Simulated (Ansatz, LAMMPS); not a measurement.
## Localised basis functions on aqueous Ca2+ and triflate, 1.2 mol of salt per kg of water at 300 K (152 atoms)

Aim: test how closely localised support functions follow the reference on aqueous Ca2+ and triflate, 1.2 mol of salt per kg of water at 300 K (152 atoms), and at what cost. A setting counts as converged where the r.m.s. difference of forces stays under 1 % of the r.m.s. force.

Method: Kohn-Sham DFT, PBE+D4, PAW (set soft_2), plane waves, in Ansatz 0.2.0.

Most raw output is cut from this account.

## Step 1: Set-up

The cell holds 152 atoms: 51 O, 2 S, 2 C, 6 F, 90 H and 1 Ca. Its edges and angles: a = 11.629 Å, b = 11.629 Å, c = 11.629 Å, α = 90.0°, β = 90.0°, γ = 90.0°. 45 H2O, 1 Ca2+, 2 triflate placed at random, at 1.21 g/cm³; overlaps pushed apart, then 10 ps at 420 K with divalent ions of Li, Roberts, Chakravorty and Merz (J. Chem. Theory Comput. 9, 2733 (2013)); MMFF94 bonds, angles, torsions, charges and radii (Halgren, J. Comput. Chem. 17, 490 (1996)) in harmonic and 12-6 forms; SPC/E water (Berendsen, Grigera and Straatsma, J. Phys. Chem. 91, 6269 (1987)). Snapshot after 20 ps at 300 K and fixed volume.

Before any run, some limits are plain. The network of contacts between molecules at the start is that of the classical potential that made the cell, and needn't be the one that DFT or experiment would give. The density was typed from a rule of thumb and may lie off the real one at this temperature. Sampling is at Γ alone, for a cell whose shortest periodic width is 12 Å.

## Step 2: How the cell was made

A classical potential makes the cell, at a small fraction of what the same run would cost in DFT.

This step: classical MD, divalent ions of Li, Roberts, Chakravorty and Merz (J. Chem. Theory Comput. 9, 2733 (2013)); MMFF94 bonds, angles, torsions, charges and radii (Halgren, J. Comput. Chem. 17, 490 (1996)) in harmonic and 12-6 forms; SPC/E water (Berendsen, Grigera and Straatsma, J. Phys. Chem. 91, 6269 (1987)) (LAMMPS 22 Jul 2025 - Update 4).

Input file in.lmp:

```
# aqueous Ca2+ and triflate, 1.2 mol of salt per kg of water
units real
atom_style full
boundary p p p
bond_style harmonic
angle_style harmonic
dihedral_style opls
improper_style harmonic
special_bonds lj 0 0 0.5 coul 0 0 0.75
read_data data.lmp
neigh_modify delay 0 every 1 check yes one 4000
comm_modify cutoff 12.0
timestep 0.5
thermo_style custom step time temp pe press density
thermo_modify norm yes
# push overlapping molecules apart
pair_style soft 2.6
pair_coeff * * 0.0
variable a equal ramp(1,60)
fix ad all adapt 1 pair soft a * * v_a
velocity all create 420 348756 mom yes dist gaussian
fix lim all nve/limit 0.03
fix lan all langevin 420 420 50 348757 zero yes
thermo 1000
run 3000 post no
unfix ad
pair_style lj/cut/coul/long 9.0
pair_modify mix arithmetic tail yes
pair_coeff 1 1 0.0763 3.0960   # O
pair_coeff 2 2 0.2681 3.4180   # S
pair_coeff 3 3 0.0678 3.3680   # C
pair_coeff 4 4 0.0801 2.5590   # F
pair_coeff 5 5 0.1553 3.1660   # O
pair_coeff 6 6 0.0000 1.0000   # H
# [... 20 lines left out ...]
compute msd all msd com yes
thermo 5000
fix md all nvt temp 300 300 100
run 20000 post no
print "== T300: mean square displacement over the hold $(c_msd[4]:%.2f) A^2"
unfix md
uncompute msd
write_dump all custom T300.dump id type xs ys zs modify sort id
```

Launch:

```sh
$ lmp -in in.lmp -log none -nocite
```

It took 34 s on 1 thread of Intel Xeon Platinum 8259CL at 2.50GHz (Skylake/Cascade Lake), shared host; peak memory 0.12 GiB.

The input also reads data.lmp (atoms, bonds and types; not printed here).

## Step 3: Plane-wave single point

The first run uses the default basis; a harder plane-wave run follows as the reference for the support functions.

Input file input.yaml:

```yaml
crystal:
  lattice:
    - [11.62932, 0.0, 0.0]
    - [0.0, 11.62932, 0.0]
    - [0.0, 0.0, 11.62932]
  atoms:
    - { symbol: O, position: [0.92687, 0.2596, 0.93709] }
    - { symbol: S, position: [0.98012, 0.27541, 0.82716] }
    - { symbol: O, position: [0.10035, 0.23276, 0.82962] }
    - { symbol: O, position: [0.91369, 0.22661, 0.73556] }
    - { symbol: C, position: [0.98467, 0.43435, 0.81489] }
    - { symbol: F, position: [0.08261, 0.47964, 0.76192] }
    - { symbol: F, position: [0.98194, 0.48814, 0.92007] }
    - { symbol: F, position: [0.8886, 0.47227, 0.75342] }
    - { symbol: O, position: [0.584, 0.83443, 0.64323] }
    - { symbol: S, position: [0.53477, 0.79554, 0.53411] }
    - { symbol: O, position: [0.4281, 0.7377, 0.55503] }
    - { symbol: O, position: [0.52393, 0.89402, 0.45566] }
    - { symbol: C, position: [0.63531, 0.68315, 0.46853] }
    - { symbol: F, position: [0.74938, 0.69539, 0.4921] }
    - { symbol: F, position: [0.63901, 0.68618, 0.35138] }
    - { symbol: F, position: [0.60726, 0.57031, 0.49687] }
    - { symbol: O, position: [0.29274, 0.71638, 0.90708] }
    - { symbol: H, position: [0.30872, 0.63937, 0.87232] }
    - { symbol: H, position: [0.3492, 0.77375, 0.87682] }
    - { symbol: O, position: [0.15037, 0.04625, 0.95049] }
    - { symbol: H, position: [0.15102, 0.11752, 0.90239] }
    - { symbol: H, position: [0.14522, 0.97725, 0.89943] }
    - { symbol: O, position: [0.6324, 0.47944, 0.81786] }
    - { symbol: H, position: [0.55539, 0.51271, 0.79896] }
    - { symbol: H, position: [0.65894, 0.42985, 0.75282] }
    - { symbol: O, position: [0.11391, 0.86029, 0.81556] }
    - { symbol: H, position: [0.16572, 0.87645, 0.74886] }
    - { symbol: H, position: [0.14847, 0.79852, 0.86439] }
    - { symbol: O, position: [0.55292, 0.095, 0.91949] }
    - { symbol: H, position: [0.49988, 0.1306, 0.97705] }
    - { symbol: H, position: [0.51983, 0.10395, 0.84063] }
    - { symbol: O, position: [0.00595, 0.1196, 0.13494] }
    [... 114 atom lines left out ...]
    - { symbol: H, position: [0.1128, 0.39702, 0.24956] }
    - { symbol: H, position: [0.03141, 0.3848, 0.13579] }
    - { symbol: O, position: [0.77576, 0.07558, 0.95895] }
    - { symbol: H, position: [0.81019, 0.1512, 0.93681] }
    - { symbol: H, position: [0.69129, 0.07674, 0.94287] }
    - { symbol: Ca, position: [0.9384, 0.03015, 0.31192] }
kpoints:
  mp_grid: { grid: [1, 1, 1] }
hamiltonian:
  xc: pbe
  dispersion: d4
scf:
  occupations: { method: fixed }
output:
  forces: true
  stress: true
  populations: true
  dos:
    method: { smearing: { sigma: 0.08 } }
    de: 0.1
    projected: { site_lists: { C: [C], Ca: [Ca], F: [F], H: [H], O: [O] } }
  eigenvalues: true
  write_density: true
  write_potential: true
  volumetric_format: npy
```

Launch:

```sh
$ ansatz run input.yaml --threads 8 --pin off --max-ram 15872MiB --backend cpu --events-out ev --progress --plain --runs-dir out
```

Wall time 18 s (8 threads of Intel Xeon Platinum 8259CL at 2.50GHz (Skylake/Cascade Lake), shared host); peak memory 2.2 GiB; 1.7 min of CPU time.

The program notes that the exchange-correlation potential is rough where the density is thin.

Read from the output:

| Property | Result |
| --- | --- |
| free energy | -39359.7013 eV |
| free energy per atom | -258.9454 eV/atom |
| SCF cycles | 10 |
| pressure | -2.038 GPa |
| r.m.s. force component | 0.6667 eV/Å |
| longest force | 3.636 eV/Å |
| Fermi energy | -1.233 eV |
| gap (highest filled to lowest empty level) | 3.934 eV |
| spilling of the projection | 0.01182 |

The r.m.s. force component of 0.67 eV/Å sets the scale for the differences below.

## Step 4: Plane waves at 750 eV (750 eV)

A harder cutoff gives the support functions a reference with less basis error.

input.yaml, the sections that differ from step 3:

```yaml
output:
  forces: true
  eigenvalues: true
basis:
  ecutwfc: "750 eV"
# crystal, kpoints, hamiltonian, scf: as in step 3
```

Wall time 16 s (8 threads); peak memory 4.4 GiB.

Forces differ from the reference by 9.9 meV/Å r.m.s., 1.5 % of their size, over a tolerance of 1 %; the energy by -5.1 meV/atom. This is the tighter run, so the reference isn't converged in this setting (nor is this run shown to be).

## Step 5: Support functions medium

The cell is solved in localised support functions. Besides, the program derives a nominal cutoff of 631 eV for this run, against the reference's 750.

This step: Kohn-Sham DFT, PBE+D4, PAW (set soft_2), localised support functions (medium) (Ansatz 0.2.0).

input.yaml, the sections that differ from step 4:

```yaml
scf:
  occupations: { method: fixed }
  eigensolver: { kind: { support_functions: { accuracy: medium } } }
  max_iter: 150
# crystal, kpoints, hamiltonian, output: as in step 4
# basis: removed
```

Elapsed: 78 s, on 8 threads; peak memory 4.9 GiB.

The program notes that the band table was not solved further than the SCF left it and it switched symmetry off.

Keys that differ from the reference: basis.ecutwfc removed, support_functions.accuracy = "medium" and scf.max_iter = 150.

Forces differ from the reference by 2.0 meV/Å r.m.s., 0.30 % of their size, within a tolerance of 1 %; the energy by -0.86 meV/atom. It took 4.9 times the reference's time (shared host, so rough).

## Step 6: Support functions low

The cell is solved in localised support functions. Besides, the program derives a nominal cutoff of 420 eV for this run, against the reference's 750.

This step: Kohn-Sham DFT, PBE+D4, PAW (set soft_2), localised support functions (low) (Ansatz 0.2.0).

input.yaml, the sections that differ from step 5:

```yaml
scf:
  occupations: { method: fixed }
  eigensolver: { kind: { support_functions: { accuracy: low } } }
  max_iter: 150
# crystal, kpoints, hamiltonian, output: as in step 5
```

It took 65 s on 8 threads; peak memory 4.6 GiB.

Keys that differ from the reference: basis.ecutwfc removed, support_functions.accuracy = "low" and scf.max_iter = 150.

Forces differ from the reference by 2.1 meV/Å r.m.s., 0.32 % of their size, within a tolerance of 1 %; the energy by -0.86 meV/atom. It took 4.1 times the reference's time (shared host, so rough).

## Step 7: Support functions high

The cell is solved in localised support functions. Besides, the program derives a nominal cutoff of 795 eV for this run, against the reference's 750.

This step: Kohn-Sham DFT, PBE+D4, PAW (set soft_2), localised support functions (high) (Ansatz 0.2.0).

input.yaml, the sections that differ from step 6:

```yaml
scf:
  occupations: { method: fixed }
  eigensolver: { kind: { support_functions: { accuracy: high } } }
  max_iter: 150
# crystal, kpoints, hamiltonian, output: as in step 6
```

Wall time 5.2 min (8 threads); peak memory 13 GiB; 40 min of CPU time.

Keys that differ from the reference: basis.ecutwfc removed, support_functions.accuracy = "high" and scf.max_iter = 150.

Forces differ from the reference by 1.8 meV/Å r.m.s., 0.27 % of their size, well within a tolerance of 1 %; the energy by -0.90 meV/atom. It took 20 times the reference's time (shared host, so rough).

## Step 8: Support functions medium, radius 3.32 Å

The radius confines each support function; a larger one gives more freedom and more work per atom. Besides, the program derives a nominal cutoff of 631 eV for this run, against the reference's 750.

This step: Kohn-Sham DFT, PBE+D4, PAW (set soft_2), localised support functions (medium) (Ansatz 0.2.0).

input.yaml, the sections that differ from step 7:

```yaml
scf:
  occupations: { method: fixed }
  eigensolver: { kind: { support_functions: { accuracy: medium, radius: 3.32 } } }
  max_iter: 150
# crystal, kpoints, hamiltonian, output: as in step 7
```

Run time: 73 s. Hardware: 8 threads; peak memory 4.7 GiB; 9.1 min of CPU time.

Keys that differ from the reference: basis.ecutwfc removed, support_functions.accuracy = "medium", support_functions.radius = 3.32 and scf.max_iter = 150.

Forces differ from the reference by 2.1 meV/Å r.m.s., 0.31 % of their size, within a tolerance of 1 %; the energy by -0.86 meV/atom. It took 4.6 times the reference's time (shared host, so rough).

## Step 9: Support functions medium, radius 3.6 Å

input.yaml, the sections that differ from step 8:

```yaml
scf:
  occupations: { method: fixed }
  eigensolver: { kind: { support_functions: { accuracy: medium, radius: 3.6 } } }
  max_iter: 150
# crystal, kpoints, hamiltonian, output: as in step 8
```

Wall time 82 s (8 threads); peak memory 5.2 GiB.

Keys that differ from the reference: basis.ecutwfc removed, support_functions.accuracy = "medium", support_functions.radius = 3.6 and scf.max_iter = 150.

Forces differ from the reference by 2.0 meV/Å r.m.s., 0.30 % of their size, within a tolerance of 1 %; the energy by -0.86 meV/atom. It took 5.2 times the reference's time (shared host, so rough).

## Step 10: Support functions medium, radius 3.84 Å

input.yaml, the sections that differ from step 9:

```yaml
scf:
  occupations: { method: fixed }
  eigensolver: { kind: { support_functions: { accuracy: medium, radius: 3.84 } } }
  max_iter: 150
# crystal, kpoints, hamiltonian, output: as in step 9
```

The job ended after 1.7 min (8 threads; peak memory 5.6 GiB).

Keys that differ from the reference: basis.ecutwfc removed, support_functions.accuracy = "medium", support_functions.radius = 3.84 and scf.max_iter = 150.

Forces differ from the reference by 2.0 meV/Å r.m.s., 0.30 % of their size, well within a tolerance of 1 %; the energy by -0.86 meV/atom. It took 6.6 times the reference's time (shared host, so rough).

## Step 11: Support functions medium, radius 4.11 Å

input.yaml, the sections that differ from step 10:

```yaml
scf:
  occupations: { method: fixed }
  eigensolver: { kind: { support_functions: { accuracy: medium, radius: 4.11 } } }
  max_iter: 150
# crystal, kpoints, hamiltonian, output: as in step 10
```

It took 2.1 min on 8 threads; peak memory 6.1 GiB.

Keys that differ from the reference: basis.ecutwfc removed, support_functions.accuracy = "medium", support_functions.radius = 4.11 and scf.max_iter = 150.

Forces differ from the reference by 2.0 meV/Å r.m.s., 0.30 % of their size, well within a tolerance of 1 %; the energy by -0.86 meV/atom. It took 8.0 times the reference's time (shared host, so rough).

## Step 12: Support functions medium, radius 4.62 Å

input.yaml, the sections that differ from step 11:

```yaml
scf:
  occupations: { method: fixed }
  eigensolver: { kind: { support_functions: { accuracy: medium, radius: 4.62 } } }
  max_iter: 150
# crystal, kpoints, hamiltonian, output: as in step 11
```

Run time: 2.9 min. Hardware: 8 threads; peak memory 7.5 GiB; 22 min of CPU time.

Keys that differ from the reference: basis.ecutwfc removed, support_functions.accuracy = "medium", support_functions.radius = 4.62 and scf.max_iter = 150.

Forces differ from the reference by 2.0 meV/Å r.m.s., 0.30 % of their size, within a tolerance of 1 %; the energy by -0.86 meV/atom. It took 11 times the reference's time (shared host, so rough).

## Step 13: Support functions medium, radius 5.14 Å

input.yaml, the sections that differ from step 12:

```yaml
scf:
  occupations: { method: fixed }
  eigensolver: { kind: { support_functions: { accuracy: medium, radius: 5.14 } } }
  max_iter: 150
# crystal, kpoints, hamiltonian, output: as in step 12
```

Wall time 4.3 min (8 threads); peak memory 9.5 GiB.

Keys that differ from the reference: basis.ecutwfc removed, support_functions.accuracy = "medium", support_functions.radius = 5.14 and scf.max_iter = 150.

Forces differ from the reference by 2.0 meV/Å r.m.s., 0.30 % of their size, within a tolerance of 1 %; the energy by -0.86 meV/atom. It took 16 times the reference's time (shared host, so rough).

## Step 14: What each setting buys

Each row is set against the plane-wave reference (Kohn-Sham DFT, PBE+D4, PAW (set soft_2), plane waves; r.m.s. force component 0.667 eV/Å). Energies are set beside the reference only for runs with its functional, potentials and electron count. Times are for 8 threads of Intel Xeon Platinum 8259CL at 2.50GHz (Skylake/Cascade Lake), shared host. The reference's time includes the DOS, the stress and grids, which some other runs skip.

```
                           run  Δ force, r.m.s. (meV/Å)  share of r.m.s. force (%)  Δ energy (meV/atom)  Δ gap (eV)  cycles  time  host memory (GiB)
                     reference                        -                          -                    -           -      10  18 s                2.2
plane waves at 750 eV (750 eV)                     9.89                       1.48                -5.05      4.0e-4      10  16 s                4.4
```

## Step 15: All settings compared

Each row is set against the run with plane waves at 750 eV (Kohn-Sham DFT, PBE+D4, PAW (set soft_2), plane waves; r.m.s. force component 0.672 eV/Å). Energies are set beside the reference only for runs with its functional, potentials and electron count. Times are for 8 threads of Intel Xeon Platinum 8259CL at 2.50GHz (Skylake/Cascade Lake), shared host.

```
                                    run  Δ force, r.m.s. (meV/Å)  share of r.m.s. force (%)  Δ energy (meV/atom)  Δ gap (eV)  cycles     time  host memory (GiB)
                              reference                        -                          -                    -           -      10     16 s                4.4
               support functions medium                     2.05                      0.304               -0.857     -4.0e-4      14     78 s                4.9
                  support functions low                     2.15                      0.319               -0.856      2.0e-4      12     65 s                4.6
                 support functions high                     1.81                      0.269               -0.897           0      18  5.2 min                 13
support functions medium, radius 3.32 Å                     2.07                      0.308               -0.857     -4.0e-4      14     73 s                4.7
 support functions medium, radius 3.6 Å                     2.03                      0.302               -0.857     -3.0e-4      14     82 s                5.2
support functions medium, radius 3.84 Å                     2.01                      0.299               -0.857     -3.0e-4      14  1.7 min                5.6
support functions medium, radius 4.11 Å                     2.01                      0.299               -0.857     -2.0e-4      14  2.1 min                6.1
support functions medium, radius 4.62 Å                     2.03                      0.302               -0.857     -1.0e-4      14  2.9 min                7.5
support functions medium, radius 5.14 Å                     2.04                      0.304               -0.857           0      14  4.3 min                9.5
```

(Part 1 of 2 ends here.)

[Logs are printed without paths, hosts, clocks, repeated set-up lines and the standing remarks that a program may print on its own settings, such as how far it seeks lower states.]

[Hosts, paths, dates, database ids (printed as entryN), source tags and the programs' standing remarks are cut or masked in the printed files.]

[The MMFF94 radii named for the starting cell were scaled by 0.96; in molecules described by MMFF94, hydrogen bound to N, O or S took a small fixed 12-6 site in their place.]
